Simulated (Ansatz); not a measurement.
**O on Ti(0001): change of the work function**

How does O on the fcc site change the work function of Ti(0001) as the layer fills?

Program: Ansatz 0.2.0. Level of theory: plane-wave DFT, PBE, Ansatz PAW. Results are calculated unless marked as measured.

## (1) The structure

The cell holds 4 atoms: 4 Ti. Cell: a = 2.950 Å, b = 2.950 Å, c = 25.027 Å, α = 90.0°, β = 90.0°, γ = 60.0°. Vacuum lies along c.

## (2) The clean slab

The bare slab comes first, as the zero from which every change is counted. The two lowest layers are held at bulk places and the upper ones relax. The dipole correction removes the false field that a one-sided slab makes across the periodic vacuum, so each face gets a flat vacuum level of its own.

Input file input.yaml:

```yaml
crystal:
  lattice:
    - [2.95, 0.0, 0.0]
    - [1.475, 2.5547749412, 0.0]
    - [0.0, 0.0, 25.0269]
  atoms:
    - { symbol: Ti, position: [0.6666666667, 0.6666666667, 0.3596130564] }
    - { symbol: Ti, position: [0.0, 0.0, 0.4532043521] }
    - { symbol: Ti, position: [0.6666666667, 0.6666666667, 0.5467956479] }
    - { symbol: Ti, position: [0.0, 0.0, 0.6403869436] }
kpoints:
  mp_grid: { grid: [12, 12, 1] }
hamiltonian:
  xc: pbe
scf:
  occupations: { method: fermi_dirac, width: 0.1 }
  convergence: { dr2_threshold: 1.0e-08 }
efield:
  axis: 3
  dipole_correction: true
  ramp_position: 0.97
  ramp_width: 0.06
relax:
  f_tol: 0.02
  max_steps: 60
  constraints: [{ sites: [0, 1] }]
output:
  write_potential: true
  write_density: true
  volumetric_format: npy
```

On the command line:

```console
$ ansatz run input.yaml --threads 4 --pin off --max-ram 6144MiB --backend cpu --events-out ev --progress --plain --runs-dir out
```

Numbers of over 12 decimals in the logs are rounded to 6 here.

What it wrote:

```text
Engine: ansatz 0.2.0, x86_64-unknown-linux-gnu
Pseudopotentials: kind: paw
Pseudopotential: Ti, paw, valence charge 12, recommended cutoff 420 eV (normal), Ti.paw.azcp
Functional definition: PBE
  parameter kappa = 0.804
  parameter beta = 0.066725
  exchange = pbe_x(kappa = kappa, mu = beta*pi^2/3)
  correlation = pbe_c(beta = beta)
Crystal: 4 atoms, lattice volume = 188.617 Å³
Basis set: ecut = 420 eV, 3611 PW (Γ), exchange–correlation on 40×40×360 points (8 copies of the dense FFT grid, shifted against one another)
Bands: 29, of which v1, the nominal top of the filled ones, is band 24 counted from 1 (23 counted from 0)
Symmetry: 6 space group operations
k-points: 19 of 144 (time reversal used)
Non-local potential: Ti, projectors of the file, l = 0: 3, l = 1: 2, l = 2: 3, l = 3: 1
PAW form: soft (Blöchl's): semilocal exchange-correlation on the pseudo side does not see the compensation charge
PAW one-centre angular grid: Ti, 590 points (default); XC on 64 Gauss nodes
Initial density: superposition of atomic densities (neutral atoms: chi_scale 0, normalization atom), corrected by the library's trained network
Initial wavefunctions: pseudopotential atomic-orbital guess
Functional: x = pbe(κ = 0.804, μ = 0.219515), c = pbe(β = 0.066725)
SCF iter   1: F=—  HF=-9996.827743 eV  |F-HF|=—  |Δ(HF+E_count)|=         —  Δρ=6.22e-3  dr2=3.89e-1  ethr=1.77e-3  p=0.000 e·Å  D=1.55e-13 V/Å  ΔV_dip=-0.00 eV  dr2_dipole=9.47e-6  V_vac-E_F(+/−)=4.09/4.09 eV  ⟨swp⟩=7.0  Hψ=5629  notcnv=0
efield: sawtooth ramp at fractional position 0.9700 (set: `efield.ramp_position`, or a place that a band, a saddle search or an elastic batch's reference lends), width 0.0600; the density the first Hamiltonian is built on has a dipole p = 0.000 e·Å; the dipole correction subtracts the counter field D = 1.55e-13 V/Å, which shifts the + side's vacuum level by -0.00 eV against the − side's; the planar-averaged density in the ramp window peaks in size at 3.0e-5 e/Å³
automatic band count: the SCF goes on with 34 bands, as 29 were too few: the levels above may hold too much charge
preconditioner: auto → LDOS  [metal: Δε(μ)=0.033 eV  Ē_g=2.762 eV  σ=0.100 eV  W_gap=0.08  n_scr=16 (ndim 8)  ℏωp=10.8 eV  f_vac=0.550  D(μ)=8.41/eV (n_scr^D=88)  β→1.0]
SCF iter   2: F=—  HF=-9996.820568 eV  |F-HF|=—  |Δ(HF+E_count)|=   7.18e-3  Δρ=2.07e-3  dr2=1.66e-2  ethr=8.11e-4  p=-0.000 e·Å  D=-3.83e-5 V/Å  ΔV_dip=0.00 eV  dr2_dipole=2.48e-6  V_vac-E_F(+/−)=4.36/4.36 eV  ⟨swp⟩=1.9  Hψ=850  notcnv=0
SCF iter   3: F=—  HF=-9996.820323 eV  |F-HF|=—  |Δ(HF+E_count)|=   2.44e-4  Δρ=7.15e-4  dr2=2.59e-3  ethr=3.45e-5  p=-0.000 e·Å  D=-4.47e-5 V/Å  ΔV_dip=0.00 eV  dr2_dipole=9.98e-8  V_vac-E_F(+/−)=4.36/4.36 eV  ⟨swp⟩=2.1  Hψ=828  notcnv=0
SCF iter   4: F=—  HF=-9996.820197 eV  |F-HF|=—  |Δ(HF+E_count)|=   1.27e-4  Δρ=1.83e-4  dr2=7.43e-5  ethr=5.40e-6  p=-0.000 e·Å  D=-7.21e-6 V/Å  ΔV_dip=0.00 eV  dr2_dipole=6.13e-7  V_vac-E_F(+/−)=4.39/4.39 eV  ⟨swp⟩=2.0  Hψ=788  notcnv=0
SCF iter   5: F=—  HF=-9996.820293 eV  |F-HF|=—  |Δ(HF+E_count)|=   9.62e-5  Δρ=1.05e-4  dr2=4.27e-5  ethr=1.55e-7  p=-0.000 e·Å  D=-6.01e-6 V/Å  ΔV_dip=0.00 eV  dr2_dipole=2.29e-9  V_vac-E_F(+/−)=4.40/4.40 eV  ⟨swp⟩=3.4  Hψ=1272  notcnv=0
SCF iter   6: F=—  HF=-9996.820294 eV  |F-HF|=—  |Δ(HF+E_count)|=   1.01e-6  Δρ=3.45e-5  dr2=6.91e-6  ethr=8.90e-8  p=0.000 e·Å  D=5.35e-6 V/Å  ΔV_dip=-0.00 eV  dr2_dipole=8.35e-12  V_vac-E_F(+/−)=4.41/4.41 eV  ⟨swp⟩=2.2  Hψ=859  notcnv=0
SCF iter   7: F=—  HF=-9996.820326 eV  |F-HF|=—  |Δ(HF+E_count)|=   3.17e-5  Δρ=9.73e-6  dr2=2.31e-7  ethr=1.44e-8  p=0.000 e·Å  D=4.36e-6 V/Å  ΔV_dip=-0.00 eV  dr2_dipole=2.35e-10  V_vac-E_F(+/−)=4.41/4.41 eV  ⟨swp⟩=1.5  Hψ=670  notcnv=0
SCF iter   8: F=—  HF=-9996.820326 eV  |F-HF|=—  |Δ(HF+E_count)|=   3.11e-7  Δρ=4.96e-6  dr2=7.05e-8  ethr=4.82e-10  p=0.000 e·Å  D=3.40e-6 V/Å  ΔV_dip=-0.00 eV  dr2_dipole=1.23e-11  V_vac-E_F(+/−)=4.41/4.41 eV  ⟨swp⟩=3.0  Hψ=1246  notcnv=0
SCF iter   9: F=-9996.820326 eV  HF=-9996.820326 eV  |F-HF|=4.69e-9  |Δ(HF+E_count)|=   1.09e-8  Δρ=1.31e-6  dr2=3.15e-9  ethr=2.08e-11  p=0.000 e·Å  D=1.87e-6 V/Å  ΔV_dip=-0.00 eV  dr2_dipole=2.87e-11  V_vac-E_F(+/−)=4.41/4.41 eV  ⟨swp⟩=7.9  Hψ=4140  notcnv=0
SCF 1 converged in 9 iterations: F = -9996.820326 eV  dr2 = 3.15e-9
  greatest PAW one-centre occupation: 0.999 electrons in one spin orbital (limit 2), on the Ti atom at site 2 (counted from 0), in its partial waves of l = 0
relax step   1: F+E_penalty+E_count = -9996.82032589 eV  Δ(F+E_penalty+E_count) = +0.000e0 eV  max|allowed force component| = 6.136e-1 eV/Å  Δτ_max = 0.0000 Å  (9 SCF iters, accepted)
Bands: 34, of which v1, the nominal top of the filled ones, is band 24 counted from 1 (23 counted from 0)
Initial density: handed on by an earlier stage of this run
Initial wavefunctions: those handed on with the density
SCF iter   1: F=—  HF=-9997.020719 eV  |F-HF|=—  |Δ(HF+E_count)|=         —  Δρ=1.54e-2  dr2=3.23e0  ethr=3.10e-3  p=0.000 e·Å  D=6.91e-7 V/Å  ΔV_dip=-0.00 eV  dr2_dipole=2.03e-1  V_vac-E_F(+/−)=4.45/4.45 eV  ⟨swp⟩=4.8  Hψ=1854  notcnv=0
efield: sawtooth ramp at fractional position 0.9700 (set: `efield.ramp_position`, or a place that a band, a saddle search or an elastic batch's reference lends), width 0.0600; the density the first Hamiltonian is built on has a dipole p = 0.000 e·Å; the dipole correction subtracts the counter field D = 6.91e-7 V/Å, which shifts the + side's vacuum level by -0.00 eV against the − side's; the planar-averaged density in the ramp window peaks in size at 8.7e-6 e/Å³
preconditioner: auto → LDOS  [metal: Δε(μ)=0.006 eV  Ē_g=2.864 eV  σ=0.100 eV  W_gap=0.02  n_scr=16 (ndim 8)  ℏωp=10.8 eV  f_vac=0.560  D(μ)=7.32/eV (n_scr^D=62)  β→1.0]
SCF iter   2: F=—  HF=-9996.896707 eV  |F-HF|=—  |Δ(HF+E_count)|=   1.24e-1  Δρ=7.26e-3  dr2=5.18e-1  ethr=3.10e-3  p=0.018 e·Å  D=1.74e-2 V/Å  ΔV_dip=-0.44 eV  dr2_dipole=8.81e-2  V_vac-E_F(+/−)=4.00/4.43 eV  ⟨swp⟩=2.1  Hψ=1128  notcnv=0
SCF iter   3: F=—  HF=-9996.864919 eV  |F-HF|=—  |Δ(HF+E_count)|=   3.18e-2  Δρ=2.42e-3  dr2=6.44e-2  ethr=1.08e-3  p=0.007 e·Å  D=6.93e-3 V/Å  ΔV_dip=-0.17 eV  dr2_dipole=1.04e-2  V_vac-E_F(+/−)=4.26/4.43 eV  ⟨swp⟩=2.1  Hψ=988  notcnv=0
SCF iter   4: F=—  HF=-9996.859776 eV  |F-HF|=—  |Δ(HF+E_count)|=   5.14e-3  Δρ=9.85e-4  dr2=8.07e-3  ethr=1.34e-4  p=0.007 e·Å  D=6.69e-3 V/Å  ΔV_dip=-0.17 eV  dr2_dipole=2.47e-3  V_vac-E_F(+/−)=4.26/4.43 eV  ⟨swp⟩=2.1  Hψ=974  notcnv=0
SCF iter   5: F=—  HF=-9996.859573 eV  |F-HF|=—  |Δ(HF+E_count)|=   2.03e-4  Δρ=1.72e-4  dr2=9.56e-5  ethr=1.68e-5  p=0.006 e·Å  D=5.68e-3 V/Å  ΔV_dip=-0.14 eV  dr2_dipole=1.68e-5  V_vac-E_F(+/−)=4.29/4.43 eV  ⟨swp⟩=1.9  Hψ=759  notcnv=0
SCF iter   6: F=—  HF=-9996.859599 eV  |F-HF|=—  |Δ(HF+E_count)|=   2.57e-5  Δρ=9.00e-5  dr2=6.59e-5  ethr=1.99e-7  p=0.005 e·Å  D=5.13e-3 V/Å  ΔV_dip=-0.13 eV  dr2_dipole=5.11e-6  V_vac-E_F(+/−)=4.30/4.43 eV  ⟨swp⟩=2.3  Hψ=888  notcnv=0
SCF iter   7: F=—  HF=-9996.859608 eV  |F-HF|=—  |Δ(HF+E_count)|=   8.97e-6  Δρ=5.04e-5  dr2=8.15e-6  ethr=1.37e-7  p=0.005 e·Å  D=4.68e-3 V/Å  ΔV_dip=-0.12 eV  dr2_dipole=1.85e-6  V_vac-E_F(+/−)=4.31/4.43 eV  ⟨swp⟩=1.7  Hψ=678  notcnv=0
SCF iter   8: F=—  HF=-9996.859637 eV  |F-HF|=—  |Δ(HF+E_count)|=   2.97e-5  Δρ=1.65e-5  dr2=1.25e-6  ethr=1.70e-8  p=0.005 e·Å  D=4.37e-3 V/Å  ΔV_dip=-0.11 eV  dr2_dipole=3.60e-8  V_vac-E_F(+/−)=4.32/4.43 eV  ⟨swp⟩=2.5  Hψ=1020  notcnv=0
SCF iter   9: F=—  HF=-9996.859637 eV  |F-HF|=—  |Δ(HF+E_count)|=   1.31e-7  Δρ=6.35e-6  dr2=1.44e-7  ethr=2.60e-9  p=0.004 e·Å  D=4.27e-3 V/Å  ΔV_dip=-0.11 eV  dr2_dipole=6.39e-9  V_vac-E_F(+/−)=4.32/4.43 eV  ⟨swp⟩=2.1  Hψ=814  notcnv=0
SCF iter  10: F=—  HF=-9996.859637 eV  |F-HF|=—  |Δ(HF+E_count)|=   2.23e-8  Δρ=1.77e-6  dr2=1.73e-8  ethr=3.01e-10  p=0.004 e·Å  D=4.25e-3 V/Å  ΔV_dip=-0.11 eV  dr2_dipole=1.59e-9  V_vac-E_F(+/−)=4.32/4.43 eV  ⟨swp⟩=2.6  Hψ=940  notcnv=0
SCF iter  11: F=-9996.859637 eV  HF=-9996.859637 eV  |F-HF|=7.44e-10  |Δ(HF+E_count)|=   7.40e-9  Δρ=6.05e-7  dr2=2.41e-9  ethr=2.08e-11  p=0.004 e·Å  D=4.24e-3 V/Å  ΔV_dip=-0.11 eV  dr2_dipole=4.87e-10  V_vac-E_F(+/−)=4.32/4.43 eV  ⟨swp⟩=9.3  Hψ=3721  notcnv=0
SCF 2 converged in 11 iterations: F = -9996.859637 eV  dr2 = 2.41e-9
  greatest PAW one-centre occupation: 0.999 electrons in one spin orbital (limit 2), on the Ti atom at site 1 (counted from 0), in its partial waves of l = 0
relax step   2: F+E_penalty+E_count = -9996.85963749 eV  Δ(F+E_penalty+E_count) = -3.931e-2 eV  max|allowed force component| = 4.318e-1 eV/Å  Δτ_max = 0.1956 Å  (11 SCF iters, accepted)
iter 1 solved again at ethr=1.59e-3 eV; its pass at ethr=3.10e-3 eV (dr2=7.66e-1 eV) is discarded
SCF iter   1: F=—  HF=-9996.908495 eV  |F-HF|=—  |Δ(HF+E_count)|=         —  Δρ=7.69e-3  dr2=8.62e-1  ethr=1.59e-3  p=0.004 e·Å  D=4.24e-3 V/Å  ΔV_dip=-0.11 eV  dr2_dipole=4.10e-2  V_vac-E_F(+/−)=4.31/4.42 eV  ⟨swp⟩=1.0  Hψ=2302  notcnv=0
efield: sawtooth ramp at fractional position 0.9700 (set: `efield.ramp_position`, or a place that a band, a saddle search or an elastic batch's reference lends), width 0.0600; the density the first Hamiltonian is built on has a dipole p = 0.004 e·Å; the dipole correction subtracts the counter field D = 4.24e-3 V/Å, which shifts the + side's vacuum level by -0.11 eV against the − side's; the planar-averaged density in the ramp window peaks in size at 7.3e-6 e/Å³
preconditioner: auto → LDOS  [metal: Δε(μ)=0.012 eV  Ē_g=2.791 eV  σ=0.100 eV  W_gap=0.03  n_scr=16 (ndim 8)  ℏωp=10.8 eV  f_vac=0.555  D(μ)=7.84/eV (n_scr^D=74)  β→1.0]
SCF iter   2: F=—  HF=-9996.881428 eV  |F-HF|=—  |Δ(HF+E_count)|=   2.71e-2  Δρ=3.90e-3  dr2=1.36e-1  ethr=1.59e-3  p=-0.001 e·Å  D=-1.03e-3 V/Å  ΔV_dip=0.03 eV  dr2_dipole=2.98e-5  V_vac-E_F(+/−)=4.46/4.44 eV  ⟨swp⟩=2.1  Hψ=803  notcnv=0
SCF iter   3: F=—  HF=-9996.876841 eV  |F-HF|=—  |Δ(HF+E_count)|=   4.59e-3  Δρ=1.02e-3  dr2=7.96e-3  ethr=2.84e-4  p=0.001 e·Å  D=1.33e-3 V/Å  ΔV_dip=-0.03 eV  dr2_dipole=4.47e-4  V_vac-E_F(+/−)=4.39/4.43 eV  ⟨swp⟩=2.0  Hψ=893  notcnv=0
SCF iter   4: F=—  HF=-9996.876301 eV  |F-HF|=—  |Δ(HF+E_count)|=   5.40e-4  Δρ=2.15e-4  dr2=1.88e-4  ethr=1.66e-5  p=0.001 e·Å  D=1.32e-3 V/Å  ΔV_dip=-0.03 eV  dr2_dipole=4.33e-5  V_vac-E_F(+/−)=4.39/4.43 eV  ⟨swp⟩=2.0  Hψ=779  notcnv=0
SCF iter   5: F=—  HF=-9996.876324 eV  |F-HF|=—  |Δ(HF+E_count)|=   2.35e-5  Δρ=8.59e-5  dr2=4.19e-5  ethr=3.92e-7  p=0.002 e·Å  D=1.54e-3 V/Å  ΔV_dip=-0.04 eV  dr2_dipole=6.00e-6  V_vac-E_F(+/−)=4.39/4.42 eV  ⟨swp⟩=2.3  Hψ=962  notcnv=0
SCF iter   6: F=—  HF=-9996.876357 eV  |F-HF|=—  |Δ(HF+E_count)|=   3.31e-5  Δρ=3.19e-5  dr2=6.27e-6  ethr=8.73e-8  p=0.002 e·Å  D=1.75e-3 V/Å  ΔV_dip=-0.04 eV  dr2_dipole=2.46e-7  V_vac-E_F(+/−)=4.38/4.42 eV  ⟨swp⟩=2.0  Hψ=789  notcnv=0
SCF iter   7: F=—  HF=-9996.876383 eV  |F-HF|=—  |Δ(HF+E_count)|=   2.59e-5  Δρ=1.32e-5  dr2=9.86e-7  ethr=1.31e-8  p=0.002 e·Å  D=1.88e-3 V/Å  ΔV_dip=-0.05 eV  dr2_dipole=1.34e-7  V_vac-E_F(+/−)=4.38/4.42 eV  ⟨swp⟩=2.1  Hψ=797  notcnv=0
SCF iter   8: F=—  HF=-9996.876384 eV  |F-HF|=—  |Δ(HF+E_count)|=   1.86e-7  Δρ=5.15e-6  dr2=2.27e-7  ethr=2.05e-9  p=0.002 e·Å  D=1.96e-3 V/Å  ΔV_dip=-0.05 eV  dr2_dipole=1.80e-8  V_vac-E_F(+/−)=4.37/4.42 eV  ⟨swp⟩=2.0  Hψ=828  notcnv=0
SCF iter   9: F=-9996.876384 eV  HF=-9996.876384 eV  |F-HF|=5.95e-9  |Δ(HF+E_count)|=   1.35e-8  Δρ=1.62e-6  dr2=7.65e-9  ethr=2.08e-11  p=0.002 e·Å  D=1.99e-3 V/Å  ΔV_dip=-0.05 eV  dr2_dipole=3.60e-10  V_vac-E_F(+/−)=4.37/4.42 eV  ⟨swp⟩=8.6  Hψ=4575  notcnv=0
SCF 3 converged in 9 iterations: F = -9996.876384 eV  dr2 = 7.65e-9
relax step   3: F+E_penalty+E_count = -9996.87638356 eV  Δ(F+E_penalty+E_count) = -1.675e-2 eV  max|allowed force component| = 1.190e-2 eV/Å  Δτ_max = 0.0899 Å  (9 SCF iters, accepted)
NSCF: frozen V_eff on 19 k-points
the band table was solved once a step of the walk had ended and its energy, with any forces and stress, was formed, with the checks that follow a solve (2895 applications of the Hamiltonian). They found nothing against the state; the energy, forces and stress were not computed again (output.eigenvalues in the input reference)
WARN: The input density's exchange-correlation potential varies sharply where the density is thin. Do not read a vacuum level from v_tot or v_xc, or from such a field of the output density. On a cell that repeats whose density bears no net charge and no dipole along the vacuum's axis use v_es (v_loc + v_h of the components); under efield.dipole_correction with no amplitude use v_es + v_field, which holds any external [...]
SCF converged after 9 iterations
Free energy (F): -9996.876384 eV
Harris-Foulkes:  -9996.876384 eV  (|F-HF|=5.95e-9)
Internal energy: -9996.623465 eV  (E = F + TS)
E sigma→0 (E₀):  -9996.749924 eV
Entropy (-TS):   -0.252919 eV (-63.230 meV/atom)
Fermi energy:    2.290332 eV
Dipole field:    D = 0.002017 V/Å  (p = 0.002103 e·Å, saw-weighted, corrected)
Work function:   Φ+ = 4.3729 eV   Φ− = 4.4234 eV
Levels:          The Fermi level and band energies are counted from a zero that moves with the ramp; work functions are not
--- Per-component energies (eV) ---
  E_band       = -1160.708068
  E_kinetic    = 1085.706678
  E_local      = -50168.130549  (includes V_loc(G=0)·N_el)
  E_nonlocal   = 34.277154
  E_hartree    = 24527.750965
  E_xc         = -386.964371
  E_vxc        = -483.802244  (∫ρ·V_xc dr)
  E_paw        = -4190.770095  (= ΣΔE_a)
  E_vpaw       = -684.249598  (= ΣTr[D̂ρ^β])
  E_aug_tail   = 0.000492  (compensation charges beyond the density's cutoff)
  E_efield     = 0.000002  (sawtooth field / dipole correction)
  E_vefield    = 0.000915  (∫n·V_field dr)
  E_ewald      = 19101.506259
  E_smearing   = -0.252919  (= −TS)
  E_closure    = 0.000000  (closes the sum)
  Σ components = -9996.876384   (vs F -9996.876384, Δ=0.00e0)
--- Forces (eV/Å), atoms counted from 1 ---
  atom   1  Ti     0.00000000     0.00000000     0.60717118
  atom   2  Ti    -0.00000000    -0.00000000    -0.58698481
  atom   3  Ti     0.00000000     0.00000000    -0.00824497
  atom   4  Ti     0.00000000    -0.00000000    -0.01190258
  max |Σ_I F_I| component: 3.88e-5 eV/Å
--- Band table (eV; the first three rows and the last of 19) ---
  k-point 0: bands = [... 20 lower, 2.0512, 2.2819, 2.7160, 2.7943, 2.9364, 2.9364, 3.0094, 3.0094, ... 6 higher]
  k-point 1: bands = [... 20 lower, 1.9894, 2.2496, 2.5399, 2.6448, 2.8456, 2.9373, 3.0405, 3.0898, ... 6 higher]
  k-point 2: bands = [... 20 lower, 1.7486, 2.0197, 2.1514, 2.4575, 2.5617, 2.7274, 3.0024, 3.2370, ... 6 higher]
  k-point 18: bands = [... 20 lower, 1.1279, 1.5089, 1.5929, 2.2386, 2.2466, 2.3803, 2.4174, 2.5706, ... 6 higher]
--- Relaxed structure (3 steps of the walk, 3 accepted, 0 SCFs on fresh bases) ---
  F+E_penalty+E_count = -9996.87638356 eV   max|allowed force component| = 1.190e-2 eV/Å
  atoms:
    - { symbol: Ti, position: [0.666667, 0.666667, 0.3596130564] }
    - { symbol: Ti, position: [0.0, 0.0, 0.4532043521] }
    - { symbol: Ti, position: [0.666667, 0.666667, 0.549513] }
    - { symbol: Ti, position: [0, 0, 0.636167] }
```

The job ended after 6.5 s (4 threads of Intel Xeon Platinum 8488C (Sapphire Rapids), shared host; peak memory 0.58 GiB; 24 s of CPU time).

The steps of the relaxation:

```tsv
step	energy less that of the first step (eV)	largest force component (eV/Å)
1	0.0000	0.6136
2	-0.0393	0.4318
3	-0.0561	0.0119
```

Forces are held to the 6 operations that the run works with; a distortion that breaks them can't arise in this run.

The atoms that moved most (Å):

```tsv
atom	dx	dy	dz	length
Ti4	0.000	0.000	-0.106	0.106
Ti3	0.000	0.000	0.068	0.068
```

The relaxed structure:

```xyz
4
Lattice="2.9500 0.0000 0.0000 1.4750 2.5548 0.0000 0.0000 0.0000 25.0269" Properties=species:S:1:pos:R:3
Ti    2.9500    1.7032    9.0000
Ti    0.0000    0.0000   11.3423
Ti    2.9500    1.7032   13.7526
Ti    0.0000    0.0000   15.9213
```

Numbers from this step:

```
energy at zero smearing        : -9996.7499 eV
work function, upper face      : 4.373 eV
work function, lower face      : 4.423 eV
dipole along the normal        : 0.002103 e·Å
step between the vacuum levels : -0.05049 eV
```

Running mean over 2.342 Å of the planar mean; the ramp of the sawtooth is left out. Electron's electrostatic potential energy less the Fermi level against z:

```tsv
z (Å)	electron's electrostatic potential energy less the Fermi level (eV)
3.5	4.42
4.0	4.42
4.5	4.42
5.0	4.40
5.5	4.36
6.0	4.24
6.5	3.89
7.0	2.89
7.5	0.393
8.0	-3.13
8.5	-5.88
9.0	-6.74
9.5	-6.71
10.0	-6.59
10.5	-6.56
11.0	-6.58
11.5	-6.56
12.0	-6.38
12.5	-6.24
13.0	-6.32
13.5	-6.57
14.0	-6.94
14.5	-7.53
15.0	-7.68
15.5	-7.32
16.0	-6.81
16.5	-5.57
17.0	-2.61
17.5	0.849
18.0	3.07
18.5	3.92
19.0	4.22
19.5	4.32
20.0	4.36
20.5	4.37
21.0	4.37
21.5	4.37
```

The relaxation took 3 steps and lowered the energy by 0.056 eV; the largest force on the free atoms ends at 0.012 eV/Å.

The work function of the upper face is 4.37 eV.

(Continued in part 2 of 3.)

[Logs are printed without paths, hosts, clocks, repeated set-up lines and the standing remarks that a program may print on its own settings, such as how far it seeks lower states.]

[Hosts, paths, dates, database ids (printed as entryN), source tags and the programs' standing remarks are cut or masked in the printed files.]

[Maps of the electrostatic potential energy from Ansatz leave out the sawtooth potential of an applied field or a dipole correction, so their vacuum need not be flat; planar profiles and work functions include it.]
